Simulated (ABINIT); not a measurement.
# Cl (Cmce): G0W0 in ABINIT against the plane-wave cutoff, part 2 of 2

Wanted: the cheapest plane-wave cutoff that holds the gap of Cl (Cmce).

ABINIT 10.8.3; PBE and many-body steps on it, plane waves. Known limits of the many-body steps: not at the basis limit; coarse k mesh.

So far. Step 5 (Empty states on the mesh, 4×4×2 mesh, 111 bands): On this mesh the gap is 2.469 eV. Step 6 (Screening, 4×4×2 mesh, 101 bands, screening to 130.6 eV): Local fields lower ε∞ by 19 %. On a Γ-centred mesh this coarse the value itself is usually too large, while a short band sum pulls it down.

## (8) Screening, 4×4×2 mesh, 101 bands, screening to 130.6 eV

This step: RPA screening on PBE, plane waves, norm-conserving pseudopotentials.

Input file run.abi:

```
acell 3*1.0 Angstrom
rprim 
  3.145000000000 -2.250000000000 0.000000000000
  3.145000000000 2.250000000000 0.000000000000
  0.000000000000 0.000000000000 8.210000000000
ntypat 1
znucl 17
natom 4
typat 1 1 1 1
xred 
  0.870000000000 0.130000000000 0.100000000000
  0.630000000000 0.370000000000 0.600000000000
  0.130000000000 0.870000000000 0.900000000000
  0.370000000000 0.630000000000 0.400000000000
pp_dirpath "pseudos"
pseudos "Cl.upf"
ecut 20
ngkpt 4 4 2
nshiftk 1
shiftk 0 0 0
kptopt 1
chksymbreak 0
istwfk *1
occopt 1
irdwfk 1
optdriver 3
nband 101
ecuteps 4.8
inclvkb 2
awtr 1
symchi 1
indata_prefix "in"
outdata_prefix "out"
tmpdata_prefix "tmp"
```

Command:

```
$ OMP_NUM_THREADS=1 mpirun -n 4 abinit run.abi > log
```

Numbers of over 12 decimals in the logs are rounded to 6 here.

The log of the run:

```text
.Version 10.8.3 of ABINIT. v10.8.2 released Aug 2026.

 Symmetries : space group Cm c a (# 64); Bravais oC (1-face-center ortho.)
[... echo of the input left out ...]
== DATASET  1 ==================================================================
-   mpi_nproc: 4, omp_nthreads: 1 (-1 if OMP is not activated)

--- !DatasetInfo
iteration_state: {dtset: 1, }
dimensions: {natom: 4, nkpt: 14, mband: 101, nsppol: 1, nspinor: 1, nspden: 1, mpw: 3388, }
cutoff_energies: {ecut:  20.0, pawecutdg:  -1.0, }
electrons: {nelect:   2.80000000E+01, charge:   0.00000000E+00, occopt:   1.00000000E+00, tsmear:   1.00000000E-02, }

 SCREENING: Calculation of the susceptibility and dielectric matrices

 Based on a program developped by R.W. Godby, V. Olevano, G. Onida, and L. Reining.
 Incorporated in ABINIT by V. Olevano, G.-M. Rignanese, and M. Torrent.
.Using double precision arithmetic ; gwpc =  8

[... cell and pseudopotentials left out ...]
--------------------------------------------------------------------------------

 ==== K-mesh for the wavefunctions ====
 Number of points in the irreducible wedge :    14
[... list of points left out ...]
 Together with  8 symmetry operations and time-reversal symmetry
 yields    32 points in the full Brillouin Zone.

 ==== Q-mesh for the screening function ====
 Number of points in the irreducible wedge :    14
[... list of points left out ...]
 Together with  8 symmetry operations and time-reversal symmetry
 yields    32 points in the full Brillouin Zone.

 setmesh: FFT mesh size selected  =    24x   24x   48
          total number of points  =        27648

 vcoul_init : cutoff-mode = AUXILIARY_FUNCTION
 q-points for optical limit:   1
     1)      0.000010    0.000020    0.000030

- screening: taking advantage of time-reversal symmetry
- Maximum band index for partially occupied states nbvw = 14
- Remaining bands to be divided among processors   nbcw = 87
- Number of bands treated by each node ~21

 Number of electrons calculated from density =   28.0000; Expected =   28.0000
 average of density, n =  0.035710
 r_s =    1.8838
 omega_plasma =   18.2284 [eV]

 calculating chi0 at frequencies [eV] :
  1    0.000000E+00    0.000000E+00
  2    0.000000E+00    1.822838E+01

--------------------------------------------------------------------------------
  q-point number  1        q = ( 0.000000, 0.000000, 0.000000) [r.l.u.]
--------------------------------------------------------------------------------
[... chi0 elements left out ...]
 For q-point:  0.000010 0.000020 0.000030
  dielectric constant =   2.8091
  dielectric constant without local fields =   3.4597

  Average fulfillment of the sum rule on Im[epsilon] for q-point    1 :     65.90  [%]
[... wings left out ...]
  q-point number  2        q = ( 0.250000, 0.000000, 0.000000) [r.l.u.]
--------------------------------------------------------------------------------
[... chi0 elements left out ...]
  Average fulfillment of the sum rule on Im[epsilon] for q-point    2 :     71.06  [%]

 [... 12 further q-points ...]
```

The job ended after 63 s (4 MPI ranks of Arm Neoverse V2, shared host; peak memory 1.3 GiB).

This step gave:

| Quantity | Value |
| --- | --- |
| ε∞ with local fields, on this mesh, along the program's q direction | 2.809 |
| the same without local fields | 3.460 |
| plasma frequency | 18.23 eV |
| plane waves in the screening matrix | 403 |

## (9) 20 Ha

The self-energy is evaluated for the states that the input lists, and the levels follow from it, in one-shot runs by the linearised quasiparticle equation.

This step: G0W0 on PBE, plane waves, norm-conserving pseudopotentials.

Edit run.abi of step 8 so:

```diff
@@ -25,8 +25,17 @@
 irdwfk 1
-optdriver 3
+optdriver 4
 nband 101
+gwcalctyp 0
+ecutsigx 20
+symsigma 1
+nkptgw 2
+kptgw 
+  0.5000000000 0.5000000000 0.0000000000
+  0.0000000000 0.0000000000 0.0000000000
+bdgw 
+  13 16
+  13 16
 ecuteps 4.8
-inclvkb 2
-awtr 1
-symchi 1
+irdscr 1
+ppmodel 1
 indata_prefix "in"
```

The log of the run:

```text
.Version 10.8.3 of ABINIT. v10.8.2 released Aug 2026.

 Symmetries : space group Cm c a (# 64); Bravais oC (1-face-center ortho.)
[... echo of the input left out ...]
== DATASET  1 ==================================================================
-   mpi_nproc: 4, omp_nthreads: 1 (-1 if OMP is not activated)

--- !DatasetInfo
iteration_state: {dtset: 1, }
dimensions: {natom: 4, nkpt: 14, mband: 101, nsppol: 1, nspinor: 1, nspden: 1, mpw: 3388, }
cutoff_energies: {ecut:  20.0, pawecutdg:  -1.0, }
electrons: {nelect:   2.80000000E+01, charge:   0.00000000E+00, occopt:   1.00000000E+00, tsmear:   1.00000000E-02, }

 SIGMA: Calculation of the GW corrections

 Based on a program developped by R.W. Godby, V. Olevano, G. Onida, and L. Reining.
 Incorporated in ABINIT by V. Olevano, G.-M. Rignanese, and M. Torrent.
.Using double precision arithmetic ; gwpc =  8

[... cell and pseudopotentials left out ...]
--------------------------------------------------------------------------------

 ==== K-mesh for the wavefunctions ====
 Number of points in the irreducible wedge :    14
[... list of points left out ...]
 Together with  8 symmetry operations and time-reversal symmetry
 yields    32 points in the full Brillouin Zone.

 ==== Q-mesh for screening function ====
 Number of points in the irreducible wedge :    14
[... list of points left out ...]
 Together with  8 symmetry operations and time-reversal symmetry
 yields    32 points in the full Brillouin Zone.

 vcoul_init : cutoff-mode = AUXILIARY_FUNCTION
 q-points for optical limit:   1
     1)      0.000010    0.000020    0.000030
 setmesh: FFT mesh size selected  =    30x   30x   64
          total number of points  =        57600

 Number of electrons calculated from density =   28.0000; Expected =   28.0000
[...]
number of omega for Sigma on real axis              0
 max omega for Sigma on real axis  [eV]           0.00
 zcut for avoiding poles [eV]                     0.10

 EPSILON^-1 parameters (SCR file):
 dimension of the eps^-1 matrix on file            403
 dimension of the eps^-1 matrix used               403
 number of plane-waves for wavefunctions          3357
 number of bands                                   101
 number of q-points in IBZ                          14
 number of frequencies                               2
 number of real frequencies                          1
 number of imag frequencies                          1

 matrix elements of self-energy operator (all in [eV])

 Perturbative Calculation

--- !SelfEnergy_ee
iteration_state: {dtset: 1, }
kpoint     : [   0.500,    0.500,    0.000, ]
spin       : 1
KS_gap     :    2.545
QP_gap     :    5.800
Delta_QP_KS:    3.255
data: !SigmaeeData |
     Band     E0 <VxcDFT>   SigX SigC(E0)      Z dSigC/dE  Sig(E)    E-E0       E
       13  -1.184 -14.318 -18.738   2.694   0.789  -0.267 -15.681  -1.363  -2.546
       14  -0.821 -14.670 -19.120   2.668   0.792  -0.262 -16.081  -1.411  -2.231
       15   1.724 -14.103  -8.996  -2.781   0.793  -0.261 -12.258   1.844   3.569
[...]
--- !SelfEnergy_ee
iteration_state: {dtset: 1, }
kpoint     : [   0.000,    0.000,    0.000, ]
spin       : 1
KS_gap     :    2.525
QP_gap     :    5.712
Delta_QP_KS:    3.187
data: !SigmaeeData |
     Band     E0 <VxcDFT>   SigX SigC(E0)      Z dSigC/dE  Sig(E)    E-E0       E
[...]
15   1.647 -13.977  -8.979  -2.757   0.795  -0.258 -12.195   1.781   3.429
       16   2.210 -14.623  -9.220  -2.918   0.787  -0.271 -12.667   1.956   4.166

== END DATASET(S) ==============================================================
================================================================================

 -outvars: echo values of variables after computation  --------
           etotal      0.0000000000E+00
            nband         101
             nkpt          14
          spgroup          64
 [... the other variables as echoed above ...]

 Calculation completed.
```

Elapsed: 20 s, on 4 MPI ranks; peak memory 1.5 GiB.

This step gave:

```
G0W0 gap on the points computed              : 5.66 eV
starting gap on the mesh                     : 2.468 eV
k of the valence top                         : 0.5, 0.5, 0
k of the conduction bottom                   : 0, 0, 0
Z at the valence top                         : 0.792
Z at the conduction bottom                   : 0.795
least direct G0W0 gap on the computed points : 5.712 eV
```

The gap on the mesh goes from 2.47 eV to 5.66 eV, a correction of +3.19 eV.

## (10) Screening, 4×4×2 mesh, 101 bands, screening to 130.6 eV

This step: RPA screening on PBE, plane waves, norm-conserving pseudopotentials.

Edit run.abi of step 9 so:

```diff
@@ -16,3 +16,3 @@
 pseudos "Cl.upf"
-ecut 20
+ecut 25
 ngkpt 4 4 2
@@ -25,17 +25,8 @@
 irdwfk 1
-optdriver 4
+optdriver 3
 nband 101
-gwcalctyp 0
-ecutsigx 20
-symsigma 1
-nkptgw 2
-kptgw 
-  0.5000000000 0.5000000000 0.0000000000
-  0.0000000000 0.0000000000 0.0000000000
-bdgw 
-  13 16
-  13 16
 ecuteps 4.8
-irdscr 1
-ppmodel 1
+inclvkb 2
+awtr 1
+symchi 1
 indata_prefix "in"
```

The log of the run:

```text
.Version 10.8.3 of ABINIT. v10.8.2 released Aug 2026.

 Symmetries : space group Cm c a (# 64); Bravais oC (1-face-center ortho.)
[... echo of the input left out ...]
== DATASET  1 ==================================================================
-   mpi_nproc: 4, omp_nthreads: 1 (-1 if OMP is not activated)

--- !DatasetInfo
iteration_state: {dtset: 1, }
dimensions: {natom: 4, nkpt: 14, mband: 101, nsppol: 1, nspinor: 1, nspden: 1, mpw: 4726, }
cutoff_energies: {ecut:  25.0, pawecutdg:  -1.0, }
[...]
--------------------------------------------------------------------------------
[... chi0 elements left out ...]
 For q-point:  0.000010 0.000020 0.000030
  dielectric constant =   2.8084
  dielectric constant without local fields =   3.4583

  Average fulfillment of the sum rule on Im[epsilon] for q-point    1 :     65.85  [%]
[... wings left out ...]
  q-point number  2        q = ( 0.250000, 0.000000, 0.000000) [r.l.u.]
--------------------------------------------------------------------------------
[... chi0 elements left out ...]
  Average fulfillment of the sum rule on Im[epsilon] for q-point    2 :     71.01  [%]

 [... 12 further q-points ...]
```

The job ended after 70 s (4 MPI ranks; peak memory 1.5 GiB).

This step gave:

```yaml
eps_infinity_with_local_fields_on_this_mesh_along_the_program_s_q_direction: 2.808
the_same_without_local_fields: 3.458
plasma_frequency: 18.23 eV
plane_waves_in_the_screening_matrix: 403
```

## (11) 25 Ha

This step: G0W0 on PBE, plane waves, norm-conserving pseudopotentials.

Edit run.abi of step 10 so:

```diff
@@ -25,8 +25,17 @@
 irdwfk 1
-optdriver 3
+optdriver 4
 nband 101
+gwcalctyp 0
+ecutsigx 25
+symsigma 1
+nkptgw 2
+kptgw 
+  0.5000000000 0.5000000000 0.0000000000
+  0.0000000000 0.0000000000 0.0000000000
+bdgw 
+  13 16
+  13 16
 ecuteps 4.8
-inclvkb 2
-awtr 1
-symchi 1
+irdscr 1
+ppmodel 1
 indata_prefix "in"
```

The log of the run:

```text
.Version 10.8.3 of ABINIT. v10.8.2 released Aug 2026.

 Symmetries : space group Cm c a (# 64); Bravais oC (1-face-center ortho.)
[... echo of the input left out ...]
== DATASET  1 ==================================================================
-   mpi_nproc: 4, omp_nthreads: 1 (-1 if OMP is not activated)

--- !DatasetInfo
iteration_state: {dtset: 1, }
dimensions: {natom: 4, nkpt: 14, mband: 101, nsppol: 1, nspinor: 1, nspden: 1, mpw: 4726, }
cutoff_energies: {ecut:  25.0, pawecutdg:  -1.0, }
[...]
Band     E0 <VxcDFT>   SigX SigC(E0)      Z dSigC/dE  Sig(E)    E-E0       E
[...]
15   1.645 -13.980  -8.981  -2.758   0.795  -0.258 -12.198   1.782   3.427
       16   2.208 -14.626  -9.222  -2.918   0.787  -0.271 -12.670   1.957   4.164

== END DATASET(S) ==============================================================
================================================================================

 -outvars: echo values of variables after computation  --------
           etotal      0.0000000000E+00
            nband         101
             nkpt          14
          spgroup          64
 [... the other variables as echoed above ...]

 Calculation completed.
```

Elapsed: 20 s, on 4 MPI ranks; peak memory 1.7 GiB; 79 s of CPU time.

This step gave:

```
G0W0 gap on the points computed              : 5.661 eV
starting gap on the mesh                     : 2.469 eV
k of the valence top                         : 0.5, 0.5, 0
k of the conduction bottom                   : 0, 0, 0
least direct G0W0 gap on the computed points : 5.713 eV
```

Against the run before, the gap moves by +0.001 eV.

## (12) Screening, 4×4×2 mesh, 101 bands, screening to 130.6 eV

This step: RPA screening on PBE, plane waves, norm-conserving pseudopotentials.

Edit run.abi of step 11 so:

```diff
@@ -16,3 +16,3 @@
 pseudos "Cl.upf"
-ecut 25
+ecut 31
 ngkpt 4 4 2
@@ -25,17 +25,8 @@
 irdwfk 1
-optdriver 4
+optdriver 3
 nband 101
-gwcalctyp 0
-ecutsigx 25
-symsigma 1
-nkptgw 2
-kptgw 
-  0.5000000000 0.5000000000 0.0000000000
-  0.0000000000 0.0000000000 0.0000000000
-bdgw 
-  13 16
-  13 16
 ecuteps 4.8
-irdscr 1
-ppmodel 1
+inclvkb 2
+awtr 1
+symchi 1
 indata_prefix "in"
```

The log of the run:

```text
.Version 10.8.3 of ABINIT. v10.8.2 released Aug 2026.

 Symmetries : space group Cm c a (# 64); Bravais oC (1-face-center ortho.)
[... echo of the input left out ...]
== DATASET  1 ==================================================================
-   mpi_nproc: 4, omp_nthreads: 1 (-1 if OMP is not activated)

--- !DatasetInfo
iteration_state: {dtset: 1, }
dimensions: {natom: 4, nkpt: 14, mband: 101, nsppol: 1, nspinor: 1, nspden: 1, mpw: 6488, }
cutoff_energies: {ecut:  31.0, pawecutdg:  -1.0, }
[...]
--------------------------------------------------------------------------------
[... chi0 elements left out ...]
 For q-point:  0.000010 0.000020 0.000030
  dielectric constant =   2.8079
  dielectric constant without local fields =   3.4578

  Average fulfillment of the sum rule on Im[epsilon] for q-point    1 :     65.85  [%]
[... wings left out ...]
  q-point number  2        q = ( 0.250000, 0.000000, 0.000000) [r.l.u.]
--------------------------------------------------------------------------------
[... chi0 elements left out ...]
  Average fulfillment of the sum rule on Im[epsilon] for q-point    2 :     71.01  [%]

 [... 12 further q-points ...]
```

Wall time 1.8 min (4 MPI ranks); peak memory 2.3 GiB.

Numbers from this step:

```yaml
eps_infinity_with_local_fields_on_this_mesh_along_the_program_s_q_direction: 2.808
the_same_without_local_fields: 3.458
plasma_frequency: 18.23 eV
plane_waves_in_the_screening_matrix: 403
```

## (13) 31 Ha

This step: G0W0 on PBE, plane waves, norm-conserving pseudopotentials.

Edit run.abi of step 12 so:

```diff
@@ -25,8 +25,17 @@
 irdwfk 1
-optdriver 3
+optdriver 4
 nband 101
+gwcalctyp 0
+ecutsigx 31
+symsigma 1
+nkptgw 2
+kptgw 
+  0.5000000000 0.5000000000 0.0000000000
+  0.0000000000 0.0000000000 0.0000000000
+bdgw 
+  13 16
+  13 16
 ecuteps 4.8
-inclvkb 2
-awtr 1
-symchi 1
+irdscr 1
+ppmodel 1
 indata_prefix "in"
```

The log of the run:

```text
.Version 10.8.3 of ABINIT. v10.8.2 released Aug 2026.

 Symmetries : space group Cm c a (# 64); Bravais oC (1-face-center ortho.)
[... echo of the input left out ...]
== DATASET  1 ==================================================================
-   mpi_nproc: 4, omp_nthreads: 1 (-1 if OMP is not activated)

--- !DatasetInfo
iteration_state: {dtset: 1, }
dimensions: {natom: 4, nkpt: 14, mband: 101, nsppol: 1, nspinor: 1, nspden: 1, mpw: 6488, }
cutoff_energies: {ecut:  31.0, pawecutdg:  -1.0, }
[...]
Band     E0 <VxcDFT>   SigX SigC(E0)      Z dSigC/dE  Sig(E)    E-E0       E
[...]
15   1.645 -13.981  -8.981  -2.758   0.795  -0.258 -12.198   1.782   3.427
       16   2.207 -14.627  -9.222  -2.918   0.787  -0.271 -12.670   1.957   4.164

== END DATASET(S) ==============================================================
================================================================================

 -outvars: echo values of variables after computation  --------
           etotal      0.0000000000E+00
            nband         101
             nkpt          14
          spgroup          64
 [... the other variables as echoed above ...]

 Calculation completed.
```

It took 21 s on 4 MPI ranks; peak memory 2.2 GiB.

This step gave:

```yaml
g0w0_gap_on_the_points_computed: 5.662 eV
starting_gap_on_the_mesh: 2.469 eV
k_of_the_valence_top: 0.5, 0.5, 0
k_of_the_conduction_bottom: 0, 0, 0
least_direct_g0w0_gap_on_the_computed_points: 5.713 eV
```

Against the run before, the gap moves by +0.001 eV.

## (14) Side by side

Times are wall times on 4 MPI ranks of Arm Neoverse V2, shared host, good to a factor of about two. A run's time includes the screening step that it read.

```tsv
run	mesh	bands	screening cutoff (eV)	DFT gap (eV)	gap on the mesh (eV)	direct (eV)	ε∞ used	time
15 Ha	4×4×2	101	130.6	2.478	5.677	5.729	2.80	86 s
20 Ha	4×4×2	101	130.6	2.468	5.660	5.712	2.81	83 s
25 Ha	4×4×2	101	130.6	2.469	5.661	5.713	2.81	90 s
31 Ha	4×4×2	101	130.6	2.469	5.662	5.713	2.81	2.1 min
```

## (15) Outcome

```yaml
15_ha: 5.677 eV
20_ha: 5.660 eV
25_ha: 5.661 eV
31_ha: 5.662 eV
known_limits: not at the basis limit; coarse k mesh
```

The setting moved: plane-wave cutoff. From 15 Ha to 31 Ha the gap moves by −0.01 eV. It holds to 0.03 eV from 15 Ha on. Bands and screening cutoff are coupled, so a series along one setting does not show full convergence. Bands and cutoff are finite, so the gap is not at the basis limit. The miss can reach some tenths of an eV and take either sign; the mesh is an error of its own. In the G0W0 runs levels were corrected at 2 k points alone, so a gap called «on the mesh» is the least over those, and an edge elsewhere would be missed. The 4×4×2 mesh is coarse for this cell, which bears on the long-range parts of exchange and screening.

[Paths, hosts, dates, memory and timing lines, banners, echoed tables and standing remarks are left out of the program output.]

[Logs are printed without paths, hosts, clocks, repeated set-up lines and the standing remarks that a program may print on its own settings, such as how far it seeks lower states.]

[Runs of the session that timed out or met a known fault of the program may be left out.]

[Hosts, paths, dates, database ids (printed as entryN), source tags and the programs' standing remarks are cut or masked in the printed files.]

[G0W0 gaps are taken among the corrected bands and points alone; a level outside them can change the order at an edge.]

[Where Ansatz stands beside ABINIT at settings called matched, ABINIT's density can come from a denser mesh and the files from another edition; pairs whose starting gaps differed by over 0.03 eV were left out, so agreement reads better than it is.]
